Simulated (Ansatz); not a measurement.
# Phonons of TiSi2 (Zhiqinite, Fddd) against volume, part 2 of 3

Wanted: Grüneisen parameters and pressure coefficients of the modes of TiSi2 (Zhiqinite, Fddd).

Ansatz 0.2.0; DFT LDA, scalar-relativistic, plane waves, PAW; PAW set soft_1.

So far. Step 3 (Tight relaxation): The largest force component left is 0.016 meV/Å and the pressure is 0.000 GPa, within the tolerances set. The cell now holds 13.50 Å³/atom.

The database entry behind the starting cell is an old determination (1939), so it need not match the best structure at ambient conditions.

## (4) Zone-centre response at rest

Phonons follow from the second derivative of the energy, found here by linear response.

The modes at rest are the reference of the series.

File input.yaml:

```yaml
crystal:
  lattice:
    - [0.0, 4.0602153889, 4.219652633]
    - [2.3633950266, 0.0, 4.219652633]
    - [2.3633950266, 4.0602153889, 0.0]
  atoms:
    - { symbol: Si, position: [0.0857315207, 0.4142684793, 0.0857315207] }
    - { symbol: Si, position: [0.4142684793, 0.0857315207, 0.4142684793] }
    - { symbol: Si, position: [0.1642684793, 0.8357315207, 0.1642684793] }
    - { symbol: Si, position: [0.8357315207, 0.1642684793, 0.8357315207] }
    - { symbol: Ti, position: [0.75, 0.75, 0.75] }
    - { symbol: Ti, position: [0.5, 0.5, 0.5] }
kpoints:
  mp_grid: { grid: [12, 12, 12] }
hamiltonian:
  xc: lda
  pseudopotentials: { kind: paw, azcp: { folder: soft_1 }, xc_functional: pbe }
scf:
  occupations: { method: methfessel_paxton, width: 0.2 }
output:
  eigenvalues: true
phonons:
  method: dfpt
```

Command:

```console
ansatz run input.yaml --threads 8 --pin off --max-ram 16384MiB --backend cpu --events-out ev --progress --plain --runs-dir out
```

Numbers of over 12 decimals in the logs are rounded to 6 here.

The program printed:

```text
zone centre: on kpoints.mp_grid the ground state, and the responses unless they are solved on pairs of k-points, stand on 476 of the mesh's 1728 k-points, reduced under 2 symmetry operations, with k and −k counted as one. Each operation leaves every solved displacement unchanged or reverses it
[...]
Crystal: 6 atoms, lattice volume = 80.983 Å³
Basis set: ecut = 420 eV, 1573 PW (Γ), exchange–correlation on 80×80×80 points (8 copies of the dense FFT grid, shifted against one another)
Bands: 26, of which v1, the nominal top of the filled ones, is band 20 counted from 1 (19 counted from 0)
Symmetry: 8 space group operations
k-points: 476 of 1728 (irreducible under 2 space group operations, time reversal used)
[...]
SCF iter   1: F=—  HF=-7339.930444 eV  |F-HF|=—  |Δ(HF+E_count)|=         —  Δρ=3.78e-2  dr2=2.22e0  ethr=3.10e-3  ⟨swp⟩=6.0  Hψ=56673  notcnv=0
[...]
SCF iter  10: F=-7339.238933 eV  HF=-7339.238933 eV  |F-HF|=9.09e-13  |Δ(HF+E_count)|=  5.46e-12  S|Δr|=    0.00e0  Δρ=1.10e-8  dr2=5.17e-14  ethr=1.00e-12  ⟨swp⟩=5.0  Hψ=45909  notcnv=0
SCF 1 converged in 10 iterations: F = -7339.238933 eV  dr2 = 5.17e-14
[...]
DFPT response loops at Γ: preconditioner auto → Kerker (q_TF=auto, 2.426 Å⁻¹) (partly filled bands, converged f_vac=0.000); β = 1.00, the filter's whole step (`scf.mixing.beta` (0.50) is not read by the response loops under this deck's `scf.mixing.preconditioner`; to damp them name `kerker` or `kerker_dos`, under which they read `scf.mixing.beta`, and type it under 1.00, their step now; both keys bind the ground state too); Broyden in place of MSR1
SCF converged after 10 iterations
[...]
Free energy (F): -7339.238933 eV
[...]
Internal energy: -7339.238587 eV  (E = F + TS)
E sigma→0 (E₀):  -7339.238846 eV
Entropy (-TS):   -0.000345 eV (-0.058 meV/atom)
Fermi energy:    12.839531 eV
[...]
--- Band table (eV; the first three rows and the last of 476) ---
  k-point 0: bands = [... 16 lower, 10.5354, 10.8751, 11.1282, 11.4908, 11.8815, 14.9574, 16.1051, 16.3902, ... 2 higher]
  k-point 1: bands = [... 16 lower, 10.4501, 10.8233, 11.3975, 11.5022, 11.8671, 14.8825, 16.0816, 16.1843, ... 2 higher]
  k-point 2: bands = [... 16 lower, 10.7793, 10.9053, 11.5931, 11.7013, 11.9584, 14.6620, 15.8511, 15.9285, ... 2 higher]
  k-point 475: bands = [... 16 lower, 11.3128, 11.3128, 11.8279, 11.8279, 13.6206, 13.6206, 16.2139, 16.2139, ... 2 higher]
--- Phonons (Γ-DFPT): 6 representative perturbations + reference, on 476 of 1728 k-points (Σ response iterations 18) ---
  k mesh reduced under 2 symmetry operations, with k and −k counted as one. Each operation leaves every solved displacement unchanged or reverses it
  ASR residual: 6.694e-6 → 0.000e0 eV/Å²; symmetrization residual: 5.004e-6 eV/Å²
  ASR residual per site (eV/Å²): 3.38e-6 3.38e-6 3.38e-6 3.38e-6 6.69e-6 6.69e-6
  Γ frequencies (cm⁻¹): 0.00 0.00 0.00 191.33 199.58 215.94 247.10 257.30 269.42 274.90 284.23 308.23 323.05 350.20 379.76 396.13 420.94 446.57
  non-analytic LO–TO correction: not included (Born effective charges unavailable; polar crystals: no LO–TO splitting at Γ)
```

The job ended after 85 s (8 threads of Arm Neoverse V2, shared host; peak memory 3.5 GiB).

Reading the cycles: dr2 is the Hartree energy of the density residual (eV), the measure of convergence; HF is the Harris–Foulkes estimate of the energy, which meets the free energy F at convergence.

This step gave:

* sum-rule residual before enforcement: 6.69e-6 eV/Å²
* point group: mmm
* highest optical mode at the zone centre (no LO-TO term): 446.6 cm⁻¹
* lowest optical zone-centre mode: 191.3 cm⁻¹

Patterns of degenerate modes are one choice out of their space. The modes at Γ (shares of kinetic energy by element, %):

| mode | frequency (cm⁻¹) | symmetry | Si % | Ti % |
| --- | --- | --- | --- | --- |
| 1 | 0.0 | acoustic | 54 | 46 |
| 2 | 0.0 | acoustic | 54 | 46 |
| 3 | 0.0 | acoustic | 54 | 46 |
| 4 | 191.3 | B3u | 82 | 18 |
| 5 | 199.6 | B2g | 66 | 34 |
| 6 | 215.9 | B1g | 38 | 62 |
| 7 | 247.1 | B1u | 88 | 12 |
| 8 | 257.3 | Ag | 100 | 0 |
| 9 | 269.4 | B3g | 43 | 57 |
| 10 | 274.9 | B2g | 34 | 66 |
| 11 | 284.2 | B3g | 84 | 16 |
| 12 | 308.2 | B2u | 46 | 54 |
| 13 | 323.1 | Au | 100 | 0 |
| 14 | 350.2 | B1g | 89 | 11 |
| 15 | 379.8 | B3u | 64 | 36 |
| 16 | 396.1 | B3g | 73 | 27 |
| 17 | 420.9 | B1u | 58 | 42 |
| 18 | 446.6 | B1g | 72 | 28 |

Displacements in mode 4 (191.3 cm⁻¹), the largest set to 1:
```
Si1  0.49  0.00  1.00
Si2  0.49  0.00 -1.00
Si3  0.49  0.00  1.00
Si4  0.49  0.00 -1.00
Ti5 -0.57  0.00  0.00
Ti6 -0.57  0.00  0.00
```

Displacements in mode 11 (284.2 cm⁻¹), the largest set to 1:
```
Si1 -1.00  0.00  0.31
Si2 -1.00  0.00 -0.31
Si3  1.00  0.00 -0.31
Si4  1.00  0.00  0.31
Ti5  0.50  0.00  0.00
Ti6 -0.50  0.00  0.00
```

Before it was imposed, the acoustic sum rule was missed by 6.7e-6 eV/Å². Small misses are needed for a sound result but don't prove that mesh and cutoff are converged. The lowest optical mode is real, 191 cm⁻¹.

## (5) Relaxation of a member: 1.06 times the volume at rest

The cell is set to 1.06 times the volume at rest, and shape and atoms relax at that volume.

input.yaml, the sections that differ from step 4:

```yaml
crystal:
  lattice:
    - [0.0, 4.150404246, 4.2890244432]
    - [2.4111211701, 0.0, 4.2890244432]
    - [2.4111211701, 4.150404246, 0.0]
  atoms:
    - { symbol: Si, position: [0.0858382504, 0.4141617496, 0.0858382504] }
    - { symbol: Si, position: [0.4141617496, 0.0858382504, 0.4141617496] }
    - { symbol: Si, position: [0.1641617496, 0.8358382504, 0.1641617496] }
    - { symbol: Si, position: [0.8358382504, 0.1641617496, 0.8358382504] }
    - { symbol: Ti, position: [0.75, 0.75, 0.75] }
    - { symbol: Ti, position: [0.5, 0.5, 0.5] }
output:
  forces: true
  stress: true
  eigenvalues: true
relax:
  adjacent_minimum: "off"
  f_tol: 0.001
  max_steps: 60
  cell: { stress_tol: 0.01, fix: [volume] }
# kpoints, hamiltonian, scf: as in step 4
# phonons: removed
```

The program printed:

```text
[...]
Crystal: 6 atoms, lattice volume = 85.842 Å³
Basis set: ecut = 420 eV, 1639 PW (Γ)
Bands: 26, of which v1, the nominal top of the filled ones, is band 20 counted from 1 (19 counted from 0)
Symmetry: 8 space group operations
[...]
k-points: 280 of 1728
[...]
cell:  # Å, volume = 85.8416 Å³
    - [0.0, 4.155982, 4.281923]
    - [2.411878, 0.0, 4.281923]
    - [2.411878, 4.155982, 0.0]
  atoms:
    - { symbol: Si, position: [0.085868, 0.414132, 0.085868] }
    - { symbol: Si, position: [0.414132, 0.085868, 0.414132] }
    - { symbol: Si, position: [0.164132, 0.835868, 0.164132] }
    - { symbol: Si, position: [0.835868, 0.164132, 0.835868] }
    - { symbol: Ti, position: [0.750000, 0.750000, 0.750000] }
    - { symbol: Ti, position: [0.5, 0.5, 0.5] }
[key lines of the parts left out:]
SCF converged after 4 iterations
Free energy (F): -7339.109947 eV
Fermi energy:    11.986670 eV
P = ⅓ Tr σ = -8.0716 GPa (-80.716 kbar)
```

It took 23 s on 8 threads; peak memory 0.83 GiB; 2.9 min of CPU time.

Step by step:

| step | energy less that of the first step (eV) | largest force component (eV/Å) | pressure (GPa) | volume (Å³) |
| --- | --- | --- | --- | --- |
| 1 | 0.0000 | 0.0043 | -8.15 | 85.84 |
| 2 | -0.0004 | 0.0017 | -8.06 | 85.84 |
| 3 | -0.0004 | 0.0010 | -8.07 | 85.84 |
| 4 | -0.0004 | 0.0004 | -8.07 | 85.84 |
| 5 | -0.0004 | 0.0000 | -8.07 | 85.84 |
| 6* | -0.0004 | 0.0000 | -8.07 | 85.84 |

Relaxation steps marked * repeat the geometry before them on a plane-wave basis chosen anew for their cell, so energy and pressure can jump there.

The run keeps the 8 symmetry operations that it works with, so distortions that break them were not tested.

| conventional cell, symmetrised | before | after | change |
| --- | --- | --- | --- |
| a (Å) | 4.822 | 4.824 | +0.0 % |
| b (Å) | 8.301 | 8.312 | +0.1 % |
| c (Å) | 8.578 | 8.564 | -0.2 % |
| volume (Å³/atom) | 14.31 | 14.31 | -0.0 % |

Numbers from this step:

```
pressure        : -8.072 GPa
volume per atom : 14.31 Å³
```

The largest force component left is 0.0029 meV/Å, at a pressure of -8.07 GPa.

## (6) Modes of this member: 1.06 times the volume at rest

The zone-centre modes follow for 1.06 times the volume at rest.

input.yaml, the sections that differ from step 5:

```yaml
crystal:
  lattice:
    - [0.0, 4.1559822847, 4.2819233599]
    - [2.411878237, 0.0, 4.2819233599]
    - [2.411878237, 4.1559822847, 0.0]
  atoms:
    - { symbol: Si, position: [0.085868171, 0.414131829, 0.085868171] }
    - { symbol: Si, position: [0.414131829, 0.085868171, 0.414131829] }
    - { symbol: Si, position: [0.164131829, 0.835868171, 0.164131829] }
    - { symbol: Si, position: [0.835868171, 0.164131829, 0.835868171] }
    - { symbol: Ti, position: [0.75, 0.75, 0.75] }
    - { symbol: Ti, position: [0.5, 0.5, 0.5] }
output:
  eigenvalues: true
phonons:
  method: dfpt
# kpoints, hamiltonian, scf: as in step 5
# relax: removed
```

The program printed:

```text
[...]
Crystal: 6 atoms, lattice volume = 85.842 Å³
Basis set: ecut = 420 eV, 1639 PW (Γ), exchange–correlation on 80×80×80 points (8 copies of the dense FFT grid, shifted against one another)
Bands: 26, of which v1, the nominal top of the filled ones, is band 20 counted from 1 (19 counted from 0)
Symmetry: 8 space group operations
k-points: 476 of 1728 (irreducible under 2 space group operations, time reversal used)
[...]
SCF iter   1: F=—  HF=-7339.776448 eV  |F-HF|=—  |Δ(HF+E_count)|=         —  Δρ=3.61e-2  dr2=2.18e0  ethr=3.10e-3  ⟨swp⟩=6.0  Hψ=55703  notcnv=0
[...]
SCF iter  10: F=-7339.109948 eV  HF=-7339.109948 eV  |F-HF|=0.00e0  |Δ(HF+E_count)|=  1.09e-11  S|Δr|=    0.00e0  Δρ=1.51e-8  dr2=1.27e-13  ethr=1.00e-12  ⟨swp⟩=9.4  Hψ=56919  notcnv=0
SCF 1 converged in 10 iterations: F = -7339.109948 eV  dr2 = 1.27e-13
[...]
SCF converged after 10 iterations
[...]
Free energy (F): -7339.109948 eV
[...]
Internal energy: -7339.109082 eV  (E = F + TS)
E sigma→0 (E₀):  -7339.109731 eV
Entropy (-TS):   -0.000866 eV (-0.144 meV/atom)
Fermi energy:    11.986670 eV
[...]
--- Band table (eV; the first three rows and the last of 476) ---
  k-point 0: bands = [... 16 lower, 9.8210, 10.0082, 10.2853, 10.6492, 11.0928, 13.9698, 15.0086, 15.1401, ... 2 higher]
  k-point 1: bands = [... 16 lower, 9.6778, 9.9737, 10.5879, 10.6685, 11.0763, 13.9029, 14.9741, 15.0434, ... 2 higher]
  k-point 2: bands = [... 16 lower, 9.9796, 10.0855, 10.7700, 10.9083, 11.1565, 13.7010, 14.7547, 14.8401, ... 2 higher]
  k-point 475: bands = [... 16 lower, 10.4622, 10.4622, 11.0504, 11.0504, 12.7797, 12.7797, 15.1195, 15.1195, ... 2 higher]
[...]
ASR residual: 6.217e-6 → 0.000e0 eV/Å²; symmetrization residual: 3.431e-6 eV/Å²
  ASR residual per site (eV/Å²): 4.72e-6 4.72e-6 4.72e-6 4.72e-6 6.22e-6 6.22e-6
[...]
```

Run time: 93 s. Hardware: 8 threads; peak memory 3.6 GiB; 11 min of CPU time.

This step gave:

- sum-rule residual before enforcement: 6.22e-6 eV/Å²
- highest optical mode at the zone centre (no LO-TO term): 407.3 cm⁻¹
- lowest optical zone-centre mode: 176.2 cm⁻¹

Patterns of degenerate modes are one choice out of their space. The modes at Γ (shares of kinetic energy by element, %):

| mode | frequency (cm⁻¹) | symmetry | Si % | Ti % |
| --- | --- | --- | --- | --- |
| 1 | 0.0 | acoustic | 54 | 46 |
| 2 | 0.0 | acoustic | 54 | 46 |
| 3 | 0.0 | acoustic | 54 | 46 |
| 4 | 176.2 | B3u | 80 | 20 |
| 5 | 190.8 | B2g | 61 | 39 |
| 6 | 203.4 | B1g | 38 | 62 |
| 7 | 221.9 | B1u | 89 | 11 |
| 8 | 222.7 | Ag | 100 | 0 |
| 9 | 238.3 | B2g | 39 | 61 |
| 10 | 247.0 | B3g | 37 | 63 |
| 11 | 256.4 | B3g | 90 | 10 |
| 12 | 278.5 | B2u | 46 | 54 |
| 13 | 289.5 | Au | 100 | 0 |
| 14 | 312.6 | B1g | 90 | 10 |
| 15 | 346.6 | B3u | 66 | 34 |
| 16 | 361.3 | B3g | 73 | 27 |
| 17 | 385.0 | B1u | 57 | 43 |
| 18 | 407.3 | B1g | 72 | 28 |

The lowest optical mode is real, 176 cm⁻¹, and the highest lies at 407.3 cm⁻¹.

For the highest optical mode at the zone centre (no LO-TO term), step 4 gave 447 cm⁻¹; this run, with volume ratio 1.06, gives 407 cm⁻¹ (-9 %).

## (7) A member of the series: 0.9 times the volume at rest

The cell is set to 0.9 times the volume at rest, and shape and atoms relax at that volume.

input.yaml, the sections that differ from step 6:

```yaml
crystal:
  lattice:
    - [0.0, 3.9019136201, 4.0970644931]
    - [2.2795763846, 0.0, 4.0970644931]
    - [2.2795763846, 3.9019136201, 0.0]
  atoms:
    - { symbol: Si, position: [0.0854724035, 0.4145275965, 0.0854724035] }
    - { symbol: Si, position: [0.4145275965, 0.0854724035, 0.4145275965] }
    - { symbol: Si, position: [0.1645275965, 0.8354724035, 0.1645275965] }
    - { symbol: Si, position: [0.8354724035, 0.1645275965, 0.8354724035] }
    - { symbol: Ti, position: [0.75, 0.75, 0.75] }
    - { symbol: Ti, position: [0.5, 0.5, 0.5] }
output:
  forces: true
  stress: true
  eigenvalues: true
relax:
  adjacent_minimum: "off"
  f_tol: 0.001
  max_steps: 60
  cell: { stress_tol: 0.01, fix: [volume] }
# kpoints, hamiltonian, scf: as in step 6
# phonons: removed
```

The program printed:

```text
[...]
Crystal: 6 atoms, lattice volume = 72.884 Å³
Basis set: ecut = 420 eV, 1443 PW (Γ)
Bands: 26, of which v1, the nominal top of the filled ones, is band 20 counted from 1 (19 counted from 0)
Symmetry: 8 space group operations
[...]
k-points: 280 of 1728
[...]
cell:  # Å, volume = 72.8844 Å³
    - [0.0, 3.897674, 4.102352]
    - [2.279115, 0.0, 4.102352]
    - [2.279115, 3.897674, 0.0]
  atoms:
    - { symbol: Si, position: [0.085395, 0.414605, 0.085395] }
    - { symbol: Si, position: [0.414605, 0.085395, 0.414605] }
    - { symbol: Si, position: [0.164605, 0.835395, 0.164605] }
    - { symbol: Si, position: [0.835395, 0.164605, 0.835395] }
    - { symbol: Ti, position: [0.750000, 0.750000, 0.75] }
    - { symbol: Ti, position: [0.5, 0.5, 0.5] }
[key lines of the parts left out:]
SCF converged after 3 iterations
Free energy (F): -7338.759992 eV
Fermi energy:    14.468611 eV
P = ⅓ Tr σ = 20.7899 GPa (207.899 kbar)
```

Run time: 18 s. Hardware: 8 threads; peak memory 0.77 GiB.

The steps of the relaxation:

| step | energy less that of the first step (eV) | largest force component (eV/Å) | pressure (GPa) | volume (Å³) |
| --- | --- | --- | --- | --- |
| 1 | 0.0000 | 0.0096 | 20.86 | 72.88 |
| 2 | -0.0004 | 0.0013 | 20.79 | 72.88 |
| 3 | -0.0004 | 0.0007 | 20.79 | 72.88 |
| 4 | -0.0004 | 0.0017 | 20.79 | 72.88 |
| 5 | -0.0004 | 0.0001 | 20.79 | 72.88 |
| 6* | -0.0004 | 0.0001 | 20.79 | 72.88 |

Relaxation steps marked * repeat the geometry before them on a plane-wave basis chosen anew for their cell, so energy and pressure can jump there. Relaxation step 4 was tried and not accepted.

The run keeps the 8 symmetry operations that it works with, so distortions that break them were not tested.

| conventional cell, symmetrised | before | after | change |
| --- | --- | --- | --- |
| a (Å) | 4.559 | 4.558 | -0.0 % |
| b (Å) | 7.804 | 7.795 | -0.1 % |
| c (Å) | 8.194 | 8.205 | +0.1 % |
| volume (Å³/atom) | 12.15 | 12.15 | -0.0 % |

Final coordinates:

```xyz
6
Lattice="0.0000 3.8977 4.1024 2.2791 0.0000 4.1024 2.2791 3.8977 0.0000" Properties=species:S:1:pos:R:3 pbc="T T T"
Si    1.1396    0.6657    2.0512
Si    1.1396    3.2320    2.0512
Si    2.2791    1.2832    4.1024
Si    2.2791    6.5122    4.1024
Ti    3.4187    5.8465    6.1535
Ti    2.2791    3.8977    4.1024
```

This step gave:

```yaml
pressure: 20.79 GPa
volume_per_atom: 12.15 Å³
```

The largest force component left is 0.059 meV/Å, at a pressure of 20.79 GPa.

(Part 2 of 3 ends here.)

[Logs are printed without paths, hosts, clocks, repeated set-up lines and the standing remarks that a program may print on its own settings, such as how far it seeks lower states.]

[Hosts, paths, dates, database ids (printed as entryN), source tags and the programs' standing remarks are cut or masked in the printed files.]
